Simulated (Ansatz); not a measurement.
## Formation energy and levels of the substitutional impurity Sb_O in CaO (Fm-3m)

Aim: at which Fermi levels does Sb_O in CaO (Fm-3m) change its charge? The model is a cell of 54 host atoms with 1 O taken out and 1 Sb put in.

Calculated with Ansatz 0.2.0; place-levels on r2SCAN runs: charge-transition levels and formation energies with image-charge correction and potential alignment at the atomic sites; PAW set soft_1.

## Step 1: Starting point

The cell holds 54 atoms: 27 Ca, 26 O and 1 Sb. Cell: a = 10.173 Å, b = 10.173 Å, c = 10.173 Å, α = 60.0°, β = 60.0°, γ = 60.0°. It derives from CaO (space group Fm-3m). Nearest the centre at fractional (0.500, 0.500, 0.500): Sb28 at 0.00 Å, Ca51 at 2.40 Å, Ca47 at 2.40 Å, Ca35 at 2.40 Å, Ca45 at 2.40 Å, Ca29 at 2.40 Å, Ca33 at 2.40 Å, O22 at 3.39 Å.

Known beforehand: the electronic dielectric constant, 3.85, and the static one, 16.67, computed on the host (DFPT, PBEsol, on the r2SCAN cell), and a cell off the functional's own equilibrium shifts the ionic part.

The cell's shortest repeat is 10.2 Å.

## Step 2: What was run first

A transition level is the Fermi level at which two charge states cost the same, so each charge needs its own total energy, at its own relaxed structure.

Each atom starts 0.05 Å or so off its site in a random direction: a symmetric start keeps its symmetry, and would miss off-centre moves and Jahn–Teller distortions. Forces are taken at one point at (¼, ¼, ¼). The cell holds 1 electron more than the neutral one, with a uniform background that keeps it neutral on the whole.

The sampling was tested on the host first: at the k-points planned (1x1x1 shifted 0.25 0.25 0.25) its energy lies 0.005 eV an atom from the dense-mesh value, under the bound of 0.02 eV set for this test; that bounds the host's error, not the defect's.

One state's input; the others differ in charge, spin, start and seed, and in occupations where the table says so.

qm1.relax/input.yaml

```yaml
crystal:
  lattice:
    - [0.0, 7.19307716, 7.19307716]
    - [7.19307716, 0.0, 7.19307716]
    - [7.19307716, 7.19307716, 0.0]
  atoms:
    - { symbol: Ca, position: [0.0, 0.0, 0.0] }
    - { symbol: O, position: [0.16666667, 0.16666667, 0.16666667] }
[... 7 atom lines left out ...]
    - { symbol: O, position: [0.16666667, 0.5, 0.5] }
[... 1 atom line left out ...]
    - { symbol: O, position: [0.16666667, 0.5, 0.83333333] }
[... 3 atom lines left out ...]
    - { symbol: O, position: [0.16666667, 0.83333333, 0.5] }
[... 5 atom lines left out ...]
    - { symbol: O, position: [0.5, 0.16666667, 0.5] }
[... 1 atom line left out ...]
    - { symbol: O, position: [0.5, 0.16666667, 0.83333333] }
[... 1 atom line left out ...]
    - { symbol: O, position: [0.5, 0.5, 0.16666667] }
[... 1 atom line left out ...]
    - { symbol: Sb, position: [0.5, 0.5, 0.5] }
    - { symbol: Ca, position: [0.33333333, 0.33333333, 0.66666667] }
    - { symbol: O, position: [0.5, 0.5, 0.83333333] }
[... 1 atom line left out ...]
    - { symbol: O, position: [0.5, 0.83333333, 0.16666667] }
    - { symbol: Ca, position: [0.33333333, 0.66666667, 0.33333333] }
    - { symbol: O, position: [0.5, 0.83333333, 0.5] }
    - { symbol: Ca, position: [0.33333333, 0.66666667, 0.66666667] }
[... 4 atom lines left out ...]
    - { symbol: O, position: [0.83333333, 0.16666667, 0.5] }
[... 3 atom lines left out ...]
    - { symbol: O, position: [0.83333333, 0.5, 0.16666667] }
    - { symbol: Ca, position: [0.66666667, 0.33333333, 0.33333333] }
    - { symbol: O, position: [0.83333333, 0.5, 0.5] }
    - { symbol: Ca, position: [0.66666667, 0.33333333, 0.66666667] }
[... 3 atom lines left out ...]
    - { symbol: Ca, position: [0.66666667, 0.66666667, 0.33333333] }
[... 1 atom line left out ...]
    - { symbol: Ca, position: [0.66666667, 0.66666667, 0.66666667] }
    - { symbol: O, position: [0.83333333, 0.83333333, 0.83333333] }
  host:
    repeats: [3, 3, 3]
    atoms:
      - { symbol: Ca, position: [0.0, 0.0, 0.0] }
      - { symbol: O, position: [0.5, 0.5, 0.5] }
total_charge: -1
basis:
  ecutwfc: 500
  xc_grid: 2
hamiltonian:
  xc: r2scan
  pseudopotentials: { kind: paw, azcp: { folder: soft_1 } }
kpoints:
  mp_grid: { grid: [1, 1, 1], shift: [0.25, 0.25, 0.25] }
scf:
  occupations: { method: fixed }
  max_iter: 60
output:
  forces: true
  charged_corrections:
    epsilon: 3.85
    static_epsilon: 16.67
    defect_position: [0.5, 0.5, 0.5]
relax:
  f_tol: 0.02
  max_steps: 80
  random_displacement: { amplitude: 0.05, seed: 3750 }
checkpoint:
  write: "../qm1.relax.run"
  compress: false
  write_wavefunctions: true
  write_every: 100000
```

Started as:

```console
ansatz run input.yaml --threads 4 --pin off --max-ram 15073MiB --backend cpu --events-out ev --progress --plain --runs-dir out
```

Defect states can disperse in a cell of this size, so the energy is taken again at a 2×2×2 shifted mesh, on the relaxed structure.

The run of this state that the levels use, under r2SCAN:

qm1.point/input.yaml

```yaml
crystal:
  checkpoint: "../qm1.relax.run"
  host: checkpoint
total_charge: -1
basis:
  ecutwfc: 500
  xc_grid: 2
hamiltonian:
  xc: r2scan
  pseudopotentials: { kind: paw, azcp: { folder: soft_1 } }
kpoints:
  mp_grid: { grid: [2, 2, 2], shift: [0.5, 0.5, 0.5] }
scf:
  occupations: { method: fermi_dirac, width: 0.01 }
  max_iter: 60
output:
  forces: true
  eigenvalues: true
  charged_corrections:
    epsilon: 3.85
    static_epsilon: 16.67
    defect_position: [0.5, 0.5, 0.5]
  eigenstates: { localisation: true }
  populations: true
  band_densities: [{ bands: [v1, v1] }, { bands: [c1, c1] }]
  write_density: true
  write_potential: true
  volumetric_format: npy
checkpoint:
  read: "../qm1.relax.run"
  write: "../qm1.point.run"
  compress: false
  write_wavefunctions: false
  write_every: 100000
```

Relaxations under r2SCAN at one point at (¼, ¼, ¼); times on 4 threads of Arm Neoverse V2, shared host:

```tsv
charge	moment (μB)	occupations	outcome	steps	largest displacement against the far atoms (Å)	time
−1	0	fixed	converged	6	0.26	1.9 min
0	1	fixed	converged	10	0.29	10 min
+1	0	fixed	not converged	-	-	68 s
+1	0	fermi-dirac	converged	10	0.31	4.6 min
+1	2	fixed	converged	8	0.32	7.5 min
```

Single points under r2SCAN at a 2×2×2 shifted mesh; times on 4 threads of Arm Neoverse V2, shared host:

```tsv
charge	moment (μB)	occupations	outcome	time
−1	0	fermi-dirac	converged	1.9 min
0	1	fermi-dirac	converged	4.6 min
+1	0	fermi-dirac	converged	97 s
+1	2	fermi-dirac	converged	5.4 min
```

Distances (Å) from Sb28 to the nearest atoms after relaxation with r2SCAN:

```tsv
charge	moment (μB)	1.	2.	3.	4.	5.	6.
−1	0	Ca 2.66	Ca 2.66	Ca 2.66	Ca 2.66	Ca 2.66	Ca 2.66
0	1	Ca 2.68	Ca 2.68	Ca 2.69	Ca 2.69	Ca 2.69	Ca 2.69
+1	0	Ca 2.71	Ca 2.71	Ca 2.71	Ca 2.71	Ca 2.71	Ca 2.71
+1	2	Ca 2.71	Ca 2.71	Ca 2.71	Ca 2.71	Ca 2.71	Ca 2.71
```

## Step 3: place-levels, r2SCAN

A charged cell interacts with its images and the background, and its potential has another zero than the host's. place-levels removes the first by a point-charge model, screened by the static dielectric constant since the ions have relaxed around the charge, and the second by comparing potentials at atoms far from the defect.

The host is a run of the defect-free crystal in the same cutoffs, grids and k-points, so that basis and sampling errors cancel in part in the differences. The host is run in a cell of 2 atoms on a matching mesh. Its band edges are searched through the zone by a band path, so the gap is smaller than, or equal to, that on the mesh. Chemical potentials are energies per atom of O (O2 molecule) and Sb (A7 rhombohedral), run with the same functional and cutoff.

levels.point.yaml

```yaml
host:
  run: host.point.run
states: [qm1.point.run, q0_M1.point.run, qp1.point.run, qp1_M2.point.run]
geometry_from:
  qm1.point.run: qm1.relax.run
  q0_M1.point.run: q0_M1.relax.run
  qp1.point.run: qp1.relax_smeared.run
  qp1_M2.point.run: qp1_M2.relax.run
chemical_potentials:
  O:
    energy: -565.989614
    dataset: <sha256 of the dataset>
  Sb:
    energy: -6499.197686
    dataset: <sha256 of the dataset>
epsilon: 3.85
static_epsilon: 16.67
vertical:
  - { from: qm1.point.run, to: qm1.point_neutral.run }
  - { from: qp1.point.run, to: qp1.point_neutral.run }
  - { from: qp1_M2.point.run, to: qp1_M2.point_neutral.run }
```

Started as:

```console
ansatz place-levels levels.point.yaml -- --threads 4 --pin off --max-ram 15073MiB
```

Numbers of over 12 decimals in the logs are rounded to 6 here.

Log:

```text
[... repeated set-up lines and file paths are left out, and long positions are rounded to six places ...]
(+1/0) 1.609 eV above the valence edge, 2.588 eV under the conduction edge
(0/-1) 2.260 eV above the valence edge, 1.937 eV under the conduction edge
formation energy of charge +1: +9.879 eV with the Fermi level at the valence edge
formation energy of charge 0: +11.488 eV with the Fermi level at the valence edge
formation energy of charge -1: +13.748 eV with the Fermi level at the valence edge
vertical -1 to 0: no energy, since no alignment is typed
  the change from vertical[0].from (qm1.point.run) to vertical[0].to (qm1.point_neutral.run): by its potential at epsilon 3.85 it stands at 0.501 0.500 0.499, with an rms radius of about 2.0 Å (0.8 0.8 1.7 Å across the planes of the cell's vectors); [...]
vertical +1 to 0: no energy, since no alignment is typed
  the change from vertical[1].from (qp1.point.run) to vertical[1].to (qp1.point_neutral.run): by its spins about the atoms it stands at 0.500 0.500 0.499, with an rms radius of about 2.8 Å (1.3 1.7 1.7 Å across the planes of the cell's vectors); [...]
vertical +1 to 0: no energy, since no alignment is typed
  the change from vertical[2].from (qp1_M2.point.run) to vertical[2].to (qp1_M2.point_neutral.run): by its potential at epsilon 3.85 it stands at 0.500 0.500 0.501, with an rms radius of about 2.2 Å (1.0 1.7 1.1 Å across the planes of the cell's vectors); [...]
  edges by r2scan, gap 4.197 eV; the host is sampled to repeats of 20.35 Å
  the defect's cells are sampled to repeats of 20.35 Å, like sampling
  charge +1: -70571.2965 eV with its correction of +0.600 eV, at epsilon 16.67, aligned at sites: +0.4623 eV, mean over 21 atomic sites at or beyond 5.09 Å from the defect at [0.5000, 0.5000, 0.5000], with +0.000000 for the charge's moments and without [...]
  charge 0: +0.000 eV for its dipole among its images, +0.000 omitted
  charge -1: -70552.5537 eV with its correction of -0.324 eV, at epsilon 16.67, aligned at sites: +0.4620 eV, mean over 21 atomic sites at or beyond 5.09 Å from the defect at [0.5000, 0.5000, 0.5000], with +0.000000 for the charge's moments and without [...]
  charge +1: states[2] (qp1.point.run) stands 0.555 eV higher, with a moment of 0.00 μB against 2.00
  states[2] (qp1.point.run): levels filled in part (TS 0.019 eV): its energy is of no whole electron's
  of states[3] (qp1_M2.point.run): it parts from the run at its places by a charge that spreads by about 1.7 Å along one vector (1.4 Å or more is wide), by its potential at epsilon 3.85, taken for that of held ions (one typed too small widens it), where the [...]
  of states[1] (q0_M1.point.run): its alignment with the host at atomic sites is doubtful: the cell is too small to show whether the defect's potential has decayed: take a larger one; stability_check_not_made
  of states[0] (qm1.point.run): it parts from the run at its places by a charge that spreads by about 1.7 Å along one vector (1.4 Å or more is wide), by its potential at epsilon 3.85, taken for that of held ions (one typed too small widens it), where the cell [...]
  of states[2] (qp1.point.run): it parts from the run at its places by a charge that spreads by about 1.7 Å along one vector (1.4 Å or more is wide), by the spins about the atoms, where the cell does not tell a trapped carrier from a band state. [...]
  of vertical[0].from (qm1.point.run): it parts from the run at its places by a charge that spreads by about 1.7 Å along one vector (1.4 Å or more is wide), by its potential at epsilon 3.85, taken for that of held ions (one typed too small widens it), where [...]
  of vertical[0].to (qm1.point_neutral.run): stability_check_not_made
  vertical[1].from (qp1.point.run): levels filled in part (TS 0.019 eV): its energy is of no whole electron's
  of vertical[1].from (qp1.point.run): it parts from the run at its places by a charge that spreads by about 1.7 Å along one vector (1.4 Å or more is wide), by the spins about the atoms, where the cell does not tell a trapped carrier from a band state. [...]
  of vertical[1].to (qp1.point_neutral.run): stability_check_not_made
  of vertical[2].from (qp1_M2.point.run): stability_check_not_made; [...]
  of vertical[2].to (qp1_M2.point_neutral.run): it set out from the moments of a save, which an earlier run chose (saved_moments_taken); stability_check_not_made
```

Elapsed: 0.43 s, on 4 threads of Arm Neoverse V2, shared host.

Levels between the charges placed, in eV above the valence top:

```tsv
	gap (eV)	(+1/0)	(0/−1)
r2SCAN	4.20	1.61	2.26
```

Corrections by state:

```tsv
charge	moment (μB)	image terms and alignment (eV)	band filling (eV)	ε used	over the lowest of its charge, as the program ranks them, band filling apart (eV)
+1	2.0	0.600	-	16.67	0.000
0	1.0	0.000	-	-	0.000
−1	0.0	-0.324	-	16.67	0.000
+1	0.0	0.594	-	16.67	0.555
```

The charged structures listed were also run neutral, and place-levels reads from each pair, by the potential or the spins, how wide the charge is by which they differ; that can be the carrier of either run.

```tsv
charge	rms radius (Å)	spread where it is widest against the cell (Å)	wide from (Å)	reading
+1	2.2	1.66	1.44	wide
−1	2.0	1.68	1.44	wide
```

The neutral runs of these pairs need not share the spin of the lowest neutral state, and very wide values only mean spread over the cell.

From the program's caveats on the states, each cut to its opening words:

- charge +1 (2 μB), −1: it parts from the run at its places by a charge that spreads by about 1.7 Å along one vector (1.4 Å or more is wide), by its potential at epsilon 3.85, taken [...]
- charge +1 (2 μB), 0 (1 μB), −1, +1: its alignment with the host at atomic sites is doubtful: the cell is too small to show whether the defect's potential has decayed: take a larger one
- charge +1 (2 μB), 0 (1 μB): flagged: stability check not made
- charge +1: it parts from the run at its places by a charge that spreads by about 1.7 Å along one vector (1.4 Å or more is wide), by the spins about the atoms, where the [...]

The host's formation energy from the elements is -3.216 eV per atom; it sets how far the chemical potentials can move.

Limit set by the element alone; other compounds of these elements are not counted. Chemical potentials from the elements' reference states: Ca 0.00 eV, O -6.43 eV, Sb 0.00 eV. Formation energy by charge state (Ca-rich; gap 4.20 eV):

```tsv
charge	at valence top (eV)	at conduction bottom (eV)	correction included (eV)
+1	3.45	7.64	0.60
0	5.06	5.06	0.00
−1	7.32	3.12	-0.32
```

Fermi level (eV), lowest formation energy (eV) and a bar from the least value:
```
     0.00       3.45 #####
     0.38       3.83 ###########
     0.76       4.21 #################
     1.14       4.59 #######################
     1.53       4.97 #############################
     1.91       5.06 ##############################
     2.29       5.02 ##############################
     2.67       4.64 ########################
     3.05       4.26 ##################
     3.43       3.88 ############
     3.82       3.50 ######
     4.20       3.12
```

Limit set by the element alone; other compounds of these elements are not counted. Chemical potentials from the elements' reference states: O 0.00 eV, Ca -6.43 eV, Sb 0.00 eV. Formation energy by charge state (O-rich; gap 4.20 eV):

```tsv
charge	at valence top (eV)	at conduction bottom (eV)	correction included (eV)
+1	9.88	14.08	0.60
0	11.49	11.49	0.00
−1	13.75	9.55	-0.32
```

```
Fermi level (eV)  lowest formation energy (eV)
            0.00                          9.88
            0.38                         10.26
            0.76                         10.64
            1.14                         11.02
            1.53                         11.40
            1.91                         11.49
            2.29                         11.46
            2.67                         11.08
            3.05                         10.69
            3.43                         10.31
            3.82                          9.93
            4.20                          9.55
```

## Step 4: What came out

- gap of the host: 4.20 eV (r2SCAN)
- level (plus 1/0): 1.61 eV above the valence top
- level (0/minus 1): 2.26 eV above the valence top
- lowest of the charges placed, just above the valence top (0.02 eV): +1
- lowest of the charges placed, just below the conduction bottom (0.02 eV): −1
- lowest formation energy at mid-gap of the charges run, Ca-rich: 5.06 eV
- lowest formation energy at mid-gap of the charges run, O-rich: 11.49 eV

What this shows: Of the charges placed (−1, 0 and +1), the lowest changes at 1.61 eV (+1/0) and 2.26 eV (0/−1) above the valence top, in a gap of 4.20 eV. Charges above +1 and below −1 were not placed, so these runs say nothing of levels that involve them. States placed: +1 at 2 μB and 0 μB; 0 at 1 μB; −1 at 0 μB. Other spin states or structures, where not listed, weren't placed. Sb is taken at its element; compounds, which aren't counted here, bound the chemical potentials and would shift these formation energies. The program doubts the alignment of potentials for at least one state, a sign that the cell is small. Keep in mind: r2SCAN makes the gap too small and tends to spread out bound carriers; where a gas molecule sets a chemical potential or the host's formation energy, its binding is uncorrected; spin–orbit coupling, which can matter with heavy atoms, is left out.

[Logs are printed without paths, hosts, clocks, repeated set-up lines and the standing remarks that a program may print on its own settings, such as how far it seeks lower states.]

[Hosts, paths, dates, database ids (printed as entryN), source tags and the programs' standing remarks are cut or masked in the printed files.]

[Where a table of states has a column of steps, it counts the stored structures, which are thinned; the runs took as many ionic steps or more.]

[A defect's name tells the site on which it was built; relaxed atoms can leave that site.]

[For some hosts the program warned that the k-mesh of the response run may be too coarse for force constants and the static dielectric constant; such warnings are not shown here.]
